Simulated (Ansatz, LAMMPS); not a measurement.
# Molecular dynamics of ionic liquid EMIM+ Br- at 450 K (160 atoms)

Wanted: a short trajectory of ionic liquid EMIM+ Br- at 450 K (160 atoms) with its pair distributions.

Program: Ansatz 0.2.0. Level of theory: Kohn-Sham DFT, PBEsol, PAW (set soft_2), plane waves. Results are calculated unless marked as measured.

**1. The structure**

The cell holds 160 atoms: 48 C, 16 N, 88 H and 8 Br. Cell: a = 12.179 Å, b = 12.179 Å, c = 12.179 Å, α = 90.0°, β = 90.0°, γ = 90.0°. 8 EMIM+, 8 Br- placed at random, at 1.41 g/cm³; overlaps pushed apart, then 10 ps at 700 K with Joung-Cheatham ions (J. Phys. Chem. B 112, 9020 (2008)); MMFF94 bonds, angles, torsions, charges and radii (Halgren, J. Comput. Chem. 17, 490 (1996)) in harmonic and 12-6 forms; charges of ions scaled by 0.8. Snapshot after 30 ps at 450 K and fixed volume.

Limits known from the start: The network of contacts between molecules at the start is that of the classical potential that made the cell, and needn't be the one that DFT or experiment would give. The functional has no dispersion term, which matters for the binding between molecules or layers. The density was typed from a rule of thumb and may lie off the real one at this temperature. Sampling is at Γ alone, for a cell whose shortest periodic width is 12 Å.

**2. Single point at the start**

The forces at the start show how far the geometry lies from a minimum of this functional.

Input file input.yaml:

```yaml
crystal:
  lattice:
    - [12.17923, 0.0, 0.0]
    - [0.0, 12.17923, 0.0]
    - [0.0, 0.0, 12.17923]
  atoms:
    - { symbol: C, position: [0.43488, 0.61686, 0.13377] }
    - { symbol: C, position: [0.40285, 0.73459, 0.10514] }
    - { symbol: "N", position: [0.48399, 0.81498, 0.13679] }
    - { symbol: C, position: [0.50768, 0.83498, 0.25076] }
    [... 150 atom lines left out ...]
    - { symbol: Br, position: [0.84086, 0.04655, 0.44575] }
    - { symbol: Br, position: [0.51982, 0.70901, 0.82654] }
    - { symbol: Br, position: [0.73386, 0.38229, 0.18849] }
    - { symbol: Br, position: [0.21889, 0.29822, 0.62639] }
    - { symbol: Br, position: [0.20933, 0.83435, 0.40607] }
    - { symbol: Br, position: [0.15169, 0.56385, 0.07833] }
kpoints:
  mp_grid: { grid: [1, 1, 1] }
hamiltonian:
  xc: pbesol
scf:
  occupations: { method: fixed }
output:
  forces: true
```

Started as:

```
$ ansatz run input.yaml --threads 4 --pin off --max-ram 8192MiB --backend cpu --events-out ev --progress --plain --runs-dir out
```

The job ended after 16 s (4 threads of Arm Neoverse V2, shared host; peak memory 2.1 GiB; 51 s of CPU time).

The run gave:

* free energy: -41178.5167 eV
* free energy per atom: -257.3657 eV/atom
* SCF cycles: 10
* r.m.s. force component: 1.248 eV/Å
* longest force: 7.568 eV/Å
* Fermi energy: 0.8536 eV

The r.m.s. force component of 1.2 eV/Å sets the starting point.

Length of the force by element:

| element | coordination | atoms | mean length of the force (eV/Å) | spread | least | most |
| --- | --- | --- | --- | --- | --- | --- |
| Br | all | 8 | 0.216 | 0.076 | 0.151 | 0.402 |
| C | all | 48 | 2.58 | 1.41 | 0.643 | 7.57 |
| H | all | 88 | 1.21 | 1.06 | 0.0705 | 7.30 |
| N | all | 16 | 2.29 | 1.17 | 0.474 | 4.49 |

**3. Dynamics at 450 K**

Without a thermostat the total energy must stay constant, which tests forces and time step. The time step is 0.5 fs, short enough for the stretching of bonds to hydrogen.

Edit input.yaml of step 2 so:

```diff
@@ -15 +15,8 @@
   forces: true
+md:
+  timestep: 0.5
+  n_steps: 250
+  ensemble: nve
+  temperature: 450
+  initial_velocities: maxwell_boltzmann
+  seed: 927
```

It took 34 min on 4 threads; peak memory 2.1 GiB; 2.2 h of CPU time.

The program notes that it switched symmetry off.

Rows from the run:

| time (fs) | T (K) | potential (meV/atom) | conserved (meV/atom) |
| --- | --- | --- | --- |
| 0.0 | 450 | 0.0 | 0.00 |
| 8.5 | 482 | -4.2 | -0.09 |
| 16.5 | 454 | -0.5 | -0.03 |
| 25.0 | 474 | -3.1 | -0.08 |
| 33.5 | 475 | -3.3 | -0.13 |
| 41.5 | 467 | -2.3 | -0.06 |
| 50.0 | 495 | -5.9 | -0.15 |
| 58.5 | 454 | -0.6 | -0.07 |
| 66.5 | 491 | -5.3 | -0.07 |
| 75.0 | 461 | -1.5 | -0.06 |
| 83.5 | 469 | -2.5 | -0.09 |
| 91.5 | 491 | -5.3 | -0.07 |
| 100.0 | 472 | -2.9 | -0.05 |
| 108.5 | 477 | -3.6 | -0.09 |
| 116.5 | 526 | -9.9 | -0.11 |
| 125.0 | 490 | -5.2 | -0.07 |

Mean square displacement from the first frame to the last: C 0.24 Å², N 0.17 Å², H 0.75 Å², Br 0.19 Å².

Mean square displacement against time lag:

| time lag (fs) | Br (Å²) | C (Å²) | H (Å²) | N (Å²) |
| --- | --- | --- | --- | --- |
| 0.5 | 4.5e-6 | 2.3e-5 | 3.1e-4 | 2.2e-5 |
| 3.0 | 1.6e-4 | 8.1e-4 | 0.0101 | 7.8e-4 |
| 5.5 | 5.2e-4 | 0.00252 | 0.0283 | 0.00246 |
| 8.0 | 0.00106 | 0.00482 | 0.0476 | 0.00475 |
| 10.5 | 0.00178 | 0.00746 | 0.0667 | 0.00729 |
| 13.0 | 0.00270 | 0.0102 | 0.0861 | 0.00979 |
| 16.0 | 0.00403 | 0.0135 | 0.105 | 0.0125 |
| 18.5 | 0.00531 | 0.0159 | 0.112 | 0.0147 |
| 21.0 | 0.00676 | 0.0183 | 0.115 | 0.0168 |
| 23.5 | 0.00840 | 0.0208 | 0.120 | 0.0192 |
| 26.0 | 0.0102 | 0.0236 | 0.130 | 0.0219 |
| 28.5 | 0.0122 | 0.0267 | 0.142 | 0.0250 |
| 31.5 | 0.0149 | 0.0307 | 0.158 | 0.0288 |
| 34.0 | 0.0172 | 0.0343 | 0.174 | 0.0318 |
| 36.5 | 0.0198 | 0.0381 | 0.193 | 0.0346 |
| 39.0 | 0.0225 | 0.0420 | 0.211 | 0.0371 |
| 41.5 | 0.0253 | 0.0461 | 0.225 | 0.0393 |
| 44.0 | 0.0284 | 0.0502 | 0.237 | 0.0414 |
| 47.0 | 0.0323 | 0.0555 | 0.254 | 0.0441 |
| 49.5 | 0.0357 | 0.0600 | 0.271 | 0.0467 |
| 52.0 | 0.0392 | 0.0647 | 0.288 | 0.0496 |
| 54.5 | 0.0429 | 0.0696 | 0.307 | 0.0529 |
| 57.0 | 0.0467 | 0.0745 | 0.328 | 0.0565 |
| 59.5 | 0.0506 | 0.0797 | 0.351 | 0.0603 |
| 62.5 | 0.0554 | 0.0860 | 0.376 | 0.0649 |

The drift taken off is the plain mean over atoms, not the centre of mass, so with hydrogen in the cell the heavy atoms' values at short lags are too large.

Over the second half of 125 fs the temperature averages 482 K with swings of 17 K r.m.s. The conserved energy stays within 0.16 meV/atom. From first frame to last H has the largest mean square displacement, 0.75 Å² at the end; the farthest move is 1.84 Å. The run spans 0.12 ps, too short for its means to be equilibrium values.

**4. Structure statistics late in the run**

The g(r) is a mean over the second half.

Density 1.41 g/cm³, 11.29 Å³ an atom.

Mean of 14 frames. Pair distribution functions g(r), in bins of 0.2 Å:

| r (Å) | total | H-H | H-C | H-N | H-Br | C-C | C-N |
| --- | --- | --- | --- | --- | --- | --- | --- |
| 0.90 | 0.02 | 0.00 | 0.06 | 0.00 | 0.00 | 0.00 | 0.00 |
| 1.10 | 4.00 | 0.00 | 12.10 | 0.00 | 0.00 | 0.00 | 0.00 |
| 1.30 | 1.10 | 0.00 | 0.11 | 0.00 | 0.00 | 2.27 | 14.38 |
| 1.50 | 0.77 | 0.04 | 0.00 | 0.00 | 0.00 | 2.47 | 8.82 |
| 1.70 | 0.53 | 1.72 | 0.00 | 0.00 | 0.00 | 0.10 | 0.00 |
| 1.90 | 0.55 | 1.56 | 0.03 | 0.62 | 0.00 | 0.00 | 0.00 |
| 2.10 | 1.41 | 0.36 | 1.12 | 6.30 | 0.00 | 0.83 | 1.45 |
| 2.30 | 0.98 | 0.91 | 0.88 | 1.29 | 0.47 | 1.38 | 1.69 |
| 2.50 | 0.90 | 1.17 | 0.44 | 0.27 | 0.94 | 2.85 | 1.10 |
| 2.70 | 0.86 | 1.16 | 0.96 | 0.68 | 1.79 | 0.17 | 0.05 |
| 2.90 | 0.75 | 0.96 | 0.99 | 0.52 | 1.33 | 0.01 | 0.00 |
| 3.10 | 0.79 | 1.11 | 0.90 | 0.48 | 1.31 | 0.20 | 0.12 |
| 3.30 | 1.12 | 0.79 | 1.70 | 1.25 | 1.33 | 0.77 | 0.18 |
| 3.50 | 0.90 | 0.85 | 0.89 | 0.68 | 1.15 | 1.01 | 1.10 |
| 3.70 | 0.95 | 0.95 | 0.83 | 0.62 | 1.36 | 1.29 | 0.85 |
| 3.90 | 0.95 | 0.95 | 0.87 | 1.06 | 1.35 | 0.87 | 0.41 |
| 4.10 | 1.02 | 0.91 | 1.00 | 1.29 | 1.22 | 0.90 | 0.74 |
| 4.30 | 1.03 | 1.01 | 1.03 | 1.01 | 1.29 | 0.97 | 0.74 |
| 4.50 | 1.01 | 0.98 | 0.91 | 1.08 | 1.21 | 0.91 | 0.95 |
| 4.70 | 0.96 | 0.94 | 0.91 | 0.92 | 1.18 | 0.71 | 1.05 |
| 4.90 | 0.98 | 0.93 | 0.93 | 0.96 | 0.94 | 1.11 | 1.00 |
| 5.10 | 0.96 | 0.99 | 0.96 | 0.87 | 0.84 | 0.94 | 1.08 |
| 5.30 | 0.99 | 1.02 | 0.97 | 0.98 | 0.91 | 0.88 | 1.07 |
| 5.50 | 1.03 | 1.01 | 1.08 | 1.01 | 0.91 | 0.93 | 1.07 |
| 5.70 | 1.00 | 0.97 | 1.02 | 1.04 | 0.82 | 1.03 | 1.07 |
| 5.90 | 0.98 | 1.05 | 1.00 | 0.91 | 0.94 | 1.00 | 0.84 |

**5. Single point at the last frame**

The last frame is solved once more, with the analyses that the dynamics left out.

Input file input.yaml:

```yaml
crystal:
  lattice:
    - [12.17923, 0.0, 0.0]
    - [0.0, 12.17923, 0.0]
    - [0.0, 0.0, 12.17923]
  atoms:
    - { symbol: C, position: [0.43368, 0.64357, 0.11632] }
    - { symbol: C, position: [0.39095, 0.7551, 0.14259] }
    - { symbol: "N", position: [0.46735, 0.84116, 0.1613] }
    - { symbol: C, position: [0.50634, 0.87455, 0.26653] }
    [... 150 atom lines left out ...]
    - { symbol: Br, position: [0.81485, 0.04838, 0.44291] }
    - { symbol: Br, position: [0.53667, 0.70003, 0.84266] }
    - { symbol: Br, position: [0.68404, 0.36848, 0.21577] }
    - { symbol: Br, position: [0.26342, 0.32381, 0.61034] }
    - { symbol: Br, position: [0.22882, 0.84049, 0.3735] }
    - { symbol: Br, position: [0.13788, 0.55901, 0.06933] }
kpoints:
  mp_grid: { grid: [1, 1, 1] }
hamiltonian:
  xc: pbesol
scf:
  occupations: { method: fixed }
output:
  forces: true
  stress: true
  populations: intrinsic
  dos:
    method: { smearing: { sigma: 0.1 } }
    de: 0.1
    projected: { site_lists: { Br: [Br], C: [C], H: [H], "N": ["N"] } }
  eigenvalues: true
  write_density: true
  write_potential: true
  volumetric_format: npy
```

Wall time 29 s (4 threads); peak memory 2.3 GiB.

The program notes that the exchange-correlation potential is rough where the density is thin.

The run gave:

```yaml
free_energy: -41179.3543 eV
free_energy_per_atom: -257.3710 eV/atom
scf_cycles: 10
pressure: 0.3829 GPa
r_m_s_force_component: 1.059 eV/Å
longest_force: 5.105 eV/Å
fermi_energy: 0.4266 eV
spacing_of_highest_filled_and_lowest_empty_level: 2.789 eV
```

Length of the force by element:

| element | coordination | atoms | mean length of the force (eV/Å) | spread | least | most |
| --- | --- | --- | --- | --- | --- | --- |
| Br | all | 8 | 0.350 | 0.134 | 0.148 | 0.566 |
| C | all | 48 | 2.35 | 1.01 | 0.553 | 5.10 |
| H | all | 88 | 1.08 | 0.631 | 0.170 | 3.60 |
| N | all | 16 | 2.09 | 0.964 | 0.566 | 4.56 |

Intrinsic-atomic-orbital charges by element:

| element | coordination | atoms | mean charge (e) | spread | least | most |
| --- | --- | --- | --- | --- | --- | --- |
| Br | all | 8 | -0.763 | 0.041 | -0.820 | -0.683 |
| C | all | 48 | -0.243 | 0.187 | -0.566 | 0.0279 |
| H | all | 88 | 0.199 | 0.0222 | 0.136 | 0.241 |
| N | all | 16 | 0.017 | 0.0105 | -0.0048 | 0.0348 |

States in the cell by windows of 1 eV, zero at the Fermi level; the larger projections on atomic orbitals stand beside the total:

| from (eV) | to (eV) | total | C p | H s | N p | Br p |
| --- | --- | --- | --- | --- | --- | --- |
| -10 | -9 | 14.3 | 6.0 | 3.1 | 1.6 | 0.0 |
| -9 | -8 | 15.0 | 6.7 | 3.2 | 2.9 | 0.0 |
| -8 | -7 | 29.8 | 14.6 | 5.0 | 8.3 | 0.0 |
| -7 | -6 | 55.2 | 29.8 | 12.7 | 9.6 | 0.2 |
| -6 | -5 | 32.5 | 19.7 | 8.2 | 3.7 | 0.1 |
| -5 | -4 | 33.1 | 20.2 | 9.9 | 2.2 | 0.2 |
| -4 | -3 | 23.3 | 11.7 | 8.2 | 2.8 | 0.3 |
| -3 | -2 | 15.0 | 6.5 | 2.4 | 5.7 | 0.2 |
| -2 | -1 | 15.4 | 12.8 | 0.5 | 1.2 | 0.7 |
| -1 | 0 | 45.1 | 2.0 | 0.4 | 0.3 | 41.5 |
| 0 | 1 | 2.9 | 0.2 | 0.0 | 0.1 | 2.6 |
| 1 | 2 | 0.0 | 0.0 | 0.0 | 0.0 | 0.0 |
| 2 | 3 | 8.1 | 4.5 | 0.5 | 2.4 | 0.1 |
| 3 | 4 | 19.5 | 11.8 | 1.4 | 4.1 | 0.2 |
| 4 | 5 | 16.2 | 5.4 | 4.1 | 0.9 | 0.1 |

With fixed occupations the program's Fermi level is the highest filled level; weight inside the gap is the broadening of levels at its edges.

Between -23 and -10 eV lie 134 more states.

The levels nearest the highest filled one (over half full), pooled over k-points and spins:

| level less the highest filled one (eV) | occupation |
| --- | --- |
| -0.182 | 2 |
| -0.159 | 2 |
| -0.137 | 2 |
| -0.0711 | 2 |
| -0.0031 | 2 |
| 0 | 2 |
| 2.79 | 0 |
| 2.82 | 0 |
| 2.89 | 0 |
| 2.96 | 0 |
| 3.02 | 0 |
| 3.04 | 0 |

Mean intrinsic-atomic-orbital charges: Br -0.76, C -0.24, H +0.20, N +0.02 e. The largest share in the top eV of filled states is Br p (93 % of the projected weight), and in the lowest eV of empty states C p (62 % of the projected weight).

**6. Summary of results**

```
mean temperature, second half                                : 481.8 K
temperature swing, second half                               : 17.32 K
slope of the conserved energy against time, by least squares : -0.0192 meV/atom/ps
free energy per atom                                         : -257.3710 eV/atom
pressure                                                     : 0.3829 GPa
r.m.s. force component                                       : 1.059 eV/Å
gap (highest filled to lowest empty level)             : 2.789 eV
wall time of the 3 DFT runs                                  : 34 min
```

**Reading.** Over the second half of 125 fs the temperature averages 482 K with swings of 17 K r.m.s. The conserved energy stays within 0.16 meV/atom. The run spans 0.12 ps, too short for its means to be equilibrium values. The highest filled and lowest empty levels differ by 2.79 eV (at Γ alone); a semilocal functional tends to put such gaps too low. In a disordered cell it changes from sample to sample and from frame to frame.

What to keep in mind: The pressure of a single frame lacks the kinetic term, about 0.59 GPa here.

[Logs are printed without paths, hosts, clocks, repeated set-up lines and the standing remarks that a program may print on its own settings, such as how far it seeks lower states.]

[Hosts, paths, dates, database ids (printed as entryN), source tags and the programs' standing remarks are cut or masked in the printed files.]

[The MMFF94 radii named for the starting cell were scaled by 0.96; in molecules described by MMFF94, hydrogen bound to N, O or S took a small fixed 12-6 site in their place.]
